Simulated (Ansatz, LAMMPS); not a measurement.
# A frame of liquid (Rb,Na,Cs)Cl from 1400 K, run at 300 K (88 atoms) in motion

Wanted: a short trajectory of a frame of liquid (Rb,Na,Cs)Cl from 1400 K, run at 300 K (88 atoms) with its pair distributions.

Calculated with Ansatz 0.2.0; Kohn-Sham DFT, PBE, PAW (set soft_2), plane waves.

## Step 1: The structure

The cell holds 88 atoms: 7 Rb, 25 Na, 12 Cs and 44 Cl. Cell: a = 15.339 Å, b = 15.339 Å, c = 15.339 Å, α = 90.0°, β = 90.0°, γ = 90.0°. 88 atoms (7 Rb, 25 Na, 12 Cs, 44 Cl) placed at random at 1.99 g/cm³, melted at 1800 K for 10 ps at fixed volume with the Lennard-Jones and Coulomb ion parameters for SPC/E (Joung and Cheatham, J. Phys. Chem. B 112, 9020 (2008)), full charges. Snapshot at the end of a hold of 20 ps at 1400 K and fixed volume.

What the set-up can't give: The network of bonds at the start is that of the classical potential that made the cell, and needn't be the one that DFT or experiment would give. The cell was made at 1400 K but the dynamics is set to 300 K: the trajectory isn't one at 1400 K. The ion parameters were fitted for water, not for melts, so the starting structure of this cell may lie well off the real melt's. Only the Γ point is sampled, in a cell whose shortest periodic width is 15 Å. No spin–orbit coupling is included, so levels derived from the heavy atoms are approximate.

## Step 2: Dynamics started at 300 K

A Langevin thermostat couples each atom to a heat bath, at the price of damped dynamics. The time step is 2.0 fs.

Input file input.yaml:

```yaml
crystal:
  lattice:
    - [15.3395, 0.0, 0.0]
    - [0.0, 15.3395, 0.0]
    - [0.0, 0.0, 15.3395]
  atoms:
    - { symbol: Rb, position: [0.83462, 0.12071, 0.50048] }
    - { symbol: Rb, position: [0.56486, 0.75206, 0.32539] }
    - { symbol: Rb, position: [0.37254, 0.50068, 0.74698] }
    - { symbol: Rb, position: [0.68756, 0.77404, 0.90238] }
    [... 78 atom lines left out ...]
    - { symbol: Cl, position: [0.30457, 0.38688, 0.47442] }
    - { symbol: Cl, position: [0.35837, 0.31444, 0.74315] }
    - { symbol: Cl, position: [0.42121, 0.71731, 0.46619] }
    - { symbol: Cl, position: [0.79656, 0.86163, 0.47895] }
    - { symbol: Cl, position: [0.31371, 0.93171, 0.29203] }
    - { symbol: Cl, position: [0.72414, 0.10811, 0.25747] }
kpoints:
  mp_grid: { grid: [1, 1, 1] }
hamiltonian:
  xc: pbe
scf:
  occupations: { method: gaussian, width: 0.025 }
output:
  forces: true
md:
  timestep: 2.0
  n_steps: 54
  ensemble: nvt_langevin
  temperature: 300
  initial_velocities: maxwell_boltzmann
  seed: 701
```

Started as:

```bash
ansatz run input.yaml --threads 4 --pin off --max-ram 8192MiB --backend cpu --events-out ev --progress --plain --runs-dir out
```

Elapsed: 23 min, on 4 threads of Arm Neoverse V1, shared host; peak memory 4.7 GiB; 1.5 h of CPU time.

The program notes that it switched symmetry off.

The trajectory, sampled:

| time (fs) | T (K) | potential (meV/atom) |
| --- | --- | --- |
| 0.0 | 297 | 0.0 |
| 8.0 | 316 | -3.1 |
| 14.0 | 368 | -7.5 |
| 22.0 | 410 | -14.8 |
| 28.0 | 409 | -19.9 |
| 36.0 | 439 | -25.7 |
| 44.0 | 487 | -30.6 |
| 50.0 | 516 | -35.1 |
| 58.0 | 546 | -42.4 |
| 64.0 | 557 | -48.0 |
| 72.0 | 569 | -53.6 |
| 80.0 | 549 | -57.0 |
| 86.0 | 534 | -58.6 |
| 94.0 | 500 | -59.6 |
| 100.0 | 479 | -60.3 |
| 108.0 | 475 | -61.7 |

Mean square displacement from the first frame to the last: Rb 0.078 Å², Na 0.32 Å², Cs 0.095 Å², Cl 0.22 Å².

The mean square displacement by time lag:

| time lag (fs) | Cl (Å²) | Cs (Å²) | Na (Å²) | Rb (Å²) |
| --- | --- | --- | --- | --- |
| 2.0 | 1.3e-4 | 4.4e-5 | 2.0e-4 | 4.0e-5 |
| 4.0 | 5.2e-4 | 1.8e-4 | 8.0e-4 | 1.6e-4 |
| 6.0 | 0.00117 | 4.0e-4 | 0.00179 | 3.6e-4 |
| 8.0 | 0.00207 | 7.1e-4 | 0.00318 | 6.3e-4 |
| 10.0 | 0.00323 | 0.00110 | 0.00497 | 9.8e-4 |
| 12.0 | 0.00465 | 0.00159 | 0.00714 | 0.00139 |
| 14.0 | 0.00631 | 0.00216 | 0.00970 | 0.00188 |
| 16.0 | 0.00822 | 0.00282 | 0.0126 | 0.00244 |
| 18.0 | 0.0104 | 0.00357 | 0.0159 | 0.00307 |
| 20.0 | 0.0128 | 0.00440 | 0.0196 | 0.00377 |
| 22.0 | 0.0154 | 0.00531 | 0.0236 | 0.00454 |
| 24.0 | 0.0182 | 0.00630 | 0.0280 | 0.00538 |
| 28.0 | 0.0245 | 0.00854 | 0.0376 | 0.00725 |
| 30.0 | 0.0280 | 0.00977 | 0.0428 | 0.00828 |
| 32.0 | 0.0317 | 0.0111 | 0.0484 | 0.00937 |
| 34.0 | 0.0355 | 0.0125 | 0.0541 | 0.0105 |
| 36.0 | 0.0396 | 0.0139 | 0.0601 | 0.0118 |
| 38.0 | 0.0438 | 0.0155 | 0.0663 | 0.0130 |
| 40.0 | 0.0482 | 0.0171 | 0.0728 | 0.0144 |
| 42.0 | 0.0527 | 0.0188 | 0.0793 | 0.0158 |
| 44.0 | 0.0573 | 0.0205 | 0.0861 | 0.0173 |
| 46.0 | 0.0621 | 0.0223 | 0.0929 | 0.0188 |
| 48.0 | 0.0671 | 0.0242 | 0.0999 | 0.0204 |
| 50.0 | 0.0721 | 0.0262 | 0.107 | 0.0220 |
| 54.0 | 0.0824 | 0.0302 | 0.121 | 0.0253 |

Over the second half of 108 fs the temperature averages 525 K, falling from about 541 to 477 K (means over the first and last quarter of that half). From first frame to last Na has the largest mean square displacement, 0.32 Å² at the end; the farthest move is 1.01 Å. The mean temperature of 525 K lies well off the 300 K of the input, so the thermostat hasn't yet brought the run to equilibrium. The run spans 0.11 ps, too short for its means to be equilibrium values.

## Step 3: Local order late in the run

The g(r) is a mean over the second half; what follows it is taken at the last frame.

Density 1.99 g/cm³, 41.02 Å³ an atom.

Mean of 15 frames. g(r), total and by pair (bins of 0.2 Å):

| r (Å) | total | Cl-Cl | Cl-Na | Cl-Cs | Cl-Rb | Na-Na | Na-Cs |
| --- | --- | --- | --- | --- | --- | --- | --- |
| 2.30 | 0.06 | 0.00 | 0.20 | 0.00 | 0.00 | 0.00 | 0.00 |
| 2.50 | 0.86 | 0.00 | 3.01 | 0.00 | 0.00 | 0.00 | 0.00 |
| 2.70 | 1.74 | 0.00 | 6.12 | 0.00 | 0.00 | 0.00 | 0.00 |
| 2.90 | 1.12 | 0.00 | 3.66 | 0.00 | 1.07 | 0.00 | 0.00 |
| 3.10 | 0.97 | 0.00 | 2.04 | 1.22 | 2.89 | 0.00 | 0.00 |
| 3.30 | 1.30 | 0.09 | 1.00 | 4.38 | 4.58 | 0.36 | 0.00 |
| 3.50 | 1.07 | 0.11 | 0.56 | 3.45 | 2.64 | 2.02 | 0.23 |
| 3.70 | 0.93 | 0.98 | 0.39 | 1.98 | 0.44 | 1.08 | 0.67 |
| 3.90 | 0.83 | 1.50 | 0.19 | 0.75 | 0.45 | 1.25 | 1.11 |
| 4.10 | 0.98 | 1.80 | 0.35 | 1.15 | 1.10 | 1.27 | 0.53 |
| 4.30 | 1.11 | 2.19 | 0.30 | 0.49 | 0.75 | 0.98 | 1.73 |
| 4.50 | 1.00 | 1.37 | 0.40 | 0.40 | 1.07 | 1.65 | 1.46 |
| 4.70 | 1.14 | 1.34 | 0.49 | 1.01 | 0.72 | 1.82 | 1.83 |
| 4.90 | 1.20 | 1.65 | 0.70 | 0.81 | 0.27 | 1.63 | 2.12 |
| 5.10 | 1.20 | 1.39 | 0.95 | 0.48 | 0.77 | 1.75 | 1.90 |
| 5.30 | 0.95 | 1.04 | 0.80 | 0.59 | 0.66 | 1.13 | 1.44 |
| 5.50 | 0.79 | 0.85 | 0.70 | 0.65 | 0.44 | 0.93 | 1.20 |
| 5.70 | 0.83 | 0.80 | 1.14 | 0.67 | 0.41 | 0.86 | 0.67 |
| 5.90 | 0.97 | 0.79 | 1.23 | 0.55 | 1.17 | 1.21 | 1.00 |
| 6.10 | 1.05 | 0.90 | 1.22 | 0.74 | 1.60 | 0.60 | 1.48 |
| 6.30 | 1.01 | 0.80 | 1.50 | 1.14 | 1.12 | 0.22 | 0.72 |
| 6.50 | 0.92 | 0.77 | 1.29 | 1.08 | 1.22 | 0.47 | 0.49 |
| 6.70 | 0.98 | 0.84 | 1.32 | 1.08 | 1.08 | 0.59 | 0.58 |
| 6.90 | 1.11 | 0.79 | 1.19 | 1.56 | 1.44 | 0.60 | 0.59 |
| 7.10 | 1.02 | 0.88 | 1.19 | 1.27 | 0.90 | 0.79 | 0.89 |
| 7.30 | 1.09 | 0.99 | 1.05 | 1.20 | 2.06 | 1.19 | 0.74 |
| 7.50 | 1.05 | 1.25 | 0.95 | 1.36 | 0.83 | 1.05 | 0.77 |

Bonds by pair of elements; cutoffs follow the first minimum of g(r), held within bounds set by covalent radii, and pairs that aren't listed don't count as bonded:

| pair A-B | cutoff (Å) | bonds | mean length (Å) | spread (Å) | shortest (Å) | B about A | A about B |
| --- | --- | --- | --- | --- | --- | --- | --- |
| Cl-Na | 3.56 | 102 | 2.86 | 0.257 | 2.42 | 2.32 | 4.08 |
| Cl-Cs | 4.05 | 53 | 3.52 | 0.213 | 3.14 | 1.21 | 4.42 |
| Cl-Rb | 3.77 | 27 | 3.29 | 0.184 | 2.93 | 0.614 | 3.86 |

The cutoff for Cl-Cs falls short of the minimum of g(r), so counts run low and odd coordinations can be artefacts.

How many atoms have how many bonded neighbours:

| element | mean | 3 | 4 | 5 | 6 |
| --- | --- | --- | --- | --- | --- |
| Cl | 4.14 | 6 | 27 | 10 | 1 |
| Cs | 4.42 | 1 | 6 | 4 | 1 |
| Na | 4.08 | 3 | 17 | 5 | 0 |
| Rb | 3.86 | 2 | 4 | 1 | 0 |

Bond angles (no mean is given where the spread exceeds 20°):

| angle | count | mean (°) | spread (°) |
| --- | --- | --- | --- |
| Cl-Na-Cl | 161 | - | - |
| Cl-Cs-Cl | 94 | - | - |
| Cs-Cl-Na | 92 | - | - |
| Na-Cl-Na | 92 | - | - |
| Na-Cl-Rb | 51 | - | - |

Bond length by coordination (bonds to H left out):

| element | coordination | atoms | mean bond length (Å) |
| --- | --- | --- | --- |
| Cl | 3 | 6 | 2.90 |
| Cl | 4 | 27 | 3.11 |
| Cl | 5 | 10 | 3.17 |
| Cl | 6 | 1 | 3.30 |
| Cs | 3 | 1 | 3.57 |
| Cs | 4 | 6 | 3.52 |
| Cs | 5 | 4 | 3.52 |
| Cs | 6 | 1 | 3.56 |
| Na | 3 | 3 | 2.72 |
| Na | 4 | 17 | 2.84 |
| Na | 5 | 5 | 2.96 |
| Rb | 3 | 2 | 3.20 |
| Rb | 4 | 4 | 3.30 |
| Rb | 5 | 1 | 3.32 |

First main peaks of g(r), for some of the pairs, lie near 4.3 Å (Cl-Cl), 2.7 Å (Cl-Na), 3.4 Å (Cl-Cs), 3.3 Å (Cl-Rb) and 3.5 Å (Na-Na).

## Step 4: Single point at the last frame

The last frame is solved again with fuller output, to read the electronic structure of a thermally displaced geometry.

Input file input.yaml:

```yaml
crystal:
  lattice:
    - [15.3395, 0.0, 0.0]
    - [0.0, 15.3395, 0.0]
    - [0.0, 0.0, 15.3395]
  atoms:
    - { symbol: Rb, position: [0.83055, 0.12525, 0.49243] }
    - { symbol: Rb, position: [0.57609, 0.75857, 0.33465] }
    - { symbol: Rb, position: [0.37638, 0.49636, 0.72835] }
    - { symbol: Rb, position: [0.68806, 0.78017, 0.90485] }
    [... 78 atom lines left out ...]
    - { symbol: Cl, position: [0.33113, 0.41085, 0.44424] }
    - { symbol: Cl, position: [0.39501, 0.28236, 0.74906] }
    - { symbol: Cl, position: [0.41597, 0.71076, 0.47753] }
    - { symbol: Cl, position: [0.81305, 0.85418, 0.50237] }
    - { symbol: Cl, position: [0.3216, 0.95404, 0.32557] }
    - { symbol: Cl, position: [0.71847, 0.10937, 0.28977] }
kpoints:
  mp_grid: { grid: [1, 1, 1] }
hamiltonian:
  xc: pbe
scf:
  occupations: { method: gaussian, width: 0.025 }
output:
  forces: true
  stress: true
  populations: true
  dos:
    method: { smearing: { sigma: 0.15 } }
    de: 0.1
    projected: { site_lists: { Cl: [Cl], Cs: [Cs], Na: [Na], Rb: [Rb] } }
  eigenvalues: true
  write_density: true
  write_potential: true
  volumetric_format: npy
  elf: true
```

Wall time 69 s (4 threads); peak memory 4.4 GiB; 4.4 min of CPU time.

The program notes that the exchange-correlation potential is rough where the density is thin.

The run gave:

| Item | Value |
| --- | --- |
| free energy | -175728.4263 eV |
| free energy per atom | -1996.9139 eV/atom |
| SCF cycles | 7 |
| pressure | -0.3098 GPa |
| r.m.s. force component | 0.2427 eV/Å |
| longest force | 1.017 eV/Å |
| Fermi energy | 1.714 eV |
| gap (highest filled to lowest empty level) | 3.331 eV |
| spilling of the projection | 0.003376 |

Length of the force by element:

| element | coordination | atoms | mean length of the force (eV/Å) | spread | least | most |
| --- | --- | --- | --- | --- | --- | --- |
| Cl | all | 44 | 0.365 | 0.199 | 0.0314 | 1.02 |
| Cs | all | 12 | 0.315 | 0.127 | 0.139 | 0.484 |
| Na | all | 25 | 0.409 | 0.169 | 0.208 | 0.980 |
| Rb | all | 7 | 0.454 | 0.181 | 0.263 | 0.789 |

Löwdin charges by element (they lack the spilled electrons, 0.027 e an atom on average):

| element | coordination | atoms | mean charge (e) | spread | least | most |
| --- | --- | --- | --- | --- | --- | --- |
| Cl | all | 44 | -0.721 | 0.0169 | -0.765 | -0.698 |
| Cs | all | 12 | 0.841 | 0.0079 | 0.824 | 0.855 |
| Na | all | 25 | 0.732 | 0.013 | 0.712 | 0.760 |
| Rb | all | 7 | 0.815 | 0.0153 | 0.794 | 0.841 |

States in the cell by windows of 1 eV, zero at the Fermi level; the larger projections on atomic orbitals stand beside the total:

| from (eV) | to (eV) | total | Cl p | Cs p | Na s | Cl s | Rb p |
| --- | --- | --- | --- | --- | --- | --- | --- |
| -18 | -16 | 0.0 | 0.0 | 0.0 | 0.0 | 0.0 | 0.0 |
| -16 | -15 | 4.6 | 0.0 | 0.0 | 0.2 | 4.3 | 0.0 |
| -15 | -14 | 71.4 | 0.0 | 0.2 | 1.9 | 67.8 | 0.3 |
| -14 | -13 | 12.0 | 0.0 | 0.0 | 0.2 | 11.5 | 0.0 |
| -13 | -12 | 0.0 | 0.0 | 0.0 | 0.0 | 0.0 | 0.0 |
| -12 | -11 | 35.2 | 0.2 | 0.1 | 0.0 | 0.3 | 34.6 |
| -11 | -10 | 6.7 | 0.1 | 0.0 | 0.0 | 0.1 | 6.6 |
| -10 | -9 | 14.2 | 0.2 | 13.9 | 0.0 | 0.0 | 0.0 |
| -9 | -8 | 57.8 | 0.8 | 56.5 | 0.1 | 0.2 | 0.1 |
| -8 | -5 | 0.0 | 0.0 | 0.0 | 0.0 | 0.0 | 0.0 |
| -5 | -4 | 0.4 | 0.4 | 0.0 | 0.0 | 0.0 | 0.0 |
| -4 | -3 | 95.5 | 89.5 | 0.3 | 3.3 | 0.2 | 0.1 |
| -3 | -2 | 156.5 | 152.2 | 0.7 | 0.9 | 0.1 | 0.2 |
| -2 | -1 | 11.6 | 11.3 | 0.0 | 0.0 | 0.0 | 0.0 |
| -1 | 1 | 0.0 | 0.0 | 0.0 | 0.0 | 0.0 | 0.0 |
| 1 | 2 | 2.0 | 0.0 | 0.0 | 0.6 | 0.2 | 0.0 |
| 2 | 3 | 13.2 | 0.8 | 0.1 | 4.3 | 0.8 | 0.0 |
| 3 | 4 | 50.3 | 2.3 | 0.1 | 13.0 | 1.2 | 0.0 |
| 4 | 5 | 74.0 | 1.6 | 0.1 | 10.3 | 0.5 | 0.0 |

Between -26 and -18 eV lie 174 more states.

The stored curve holds about 640 of the 704 electrons; the rest, give or take the few that broadening carries across the Fermi level, lie in deeper levels below its range.

The levels nearest the highest filled one (over half full), pooled over k-points and spins:

| level less the highest filled one (eV) | occupation |
| --- | --- |
| -0.291 | 2 |
| -0.261 | 2 |
| -0.232 | 2 |
| -0.215 | 2 |
| -0.0432 | 2 |
| 0 | 2 |
| 3.33 | 0 |
| 4.09 | 0 |
| 4.11 | 0 |
| 4.22 | 0 |
| 4.31 | 0 |
| 4.39 | 0 |

Mean Löwdin charges: Cl -0.72, Cs +0.84, Na +0.73, Rb +0.82 e (they miss 0.34 % of the electrons, so they add up to more than the cell's charge).

## Step 5: Outcome

| Item | Value |
| --- | --- |
| mean temperature, second half | 524.6 K |
| temperature swing, second half | 32.92 K |
| free energy per atom | -1996.9139 eV/atom |
| pressure | -0.3098 GPa |
| r.m.s. force component | 0.2427 eV/Å |
| gap (highest filled to lowest empty level) | 3.331 eV |
| wall time of the 2 DFT runs | 25 min |

Over the second half of 108 fs the temperature averages 525 K, falling from about 541 to 477 K (means over the first and last quarter of that half). The mean temperature of 525 K lies well off the 300 K of the input, so the thermostat hasn't yet brought the run to equilibrium. The run spans 0.11 ps, too short for its means to be equilibrium values. Between filled and empty levels lie 3.33 eV (at Γ alone); a semilocal functional tends to put such gaps too low. In a disordered cell it changes from sample to sample and from frame to frame.

**Limits.** The pressure of a single frame lacks the kinetic term, about 0.18 GPa here.

[Logs are printed without paths, hosts, clocks, repeated set-up lines and the standing remarks that a program may print on its own settings, such as how far it seeks lower states.]

[Hosts, paths, dates, database ids (printed as entryN), source tags and the programs' standing remarks are cut or masked in the printed files.]
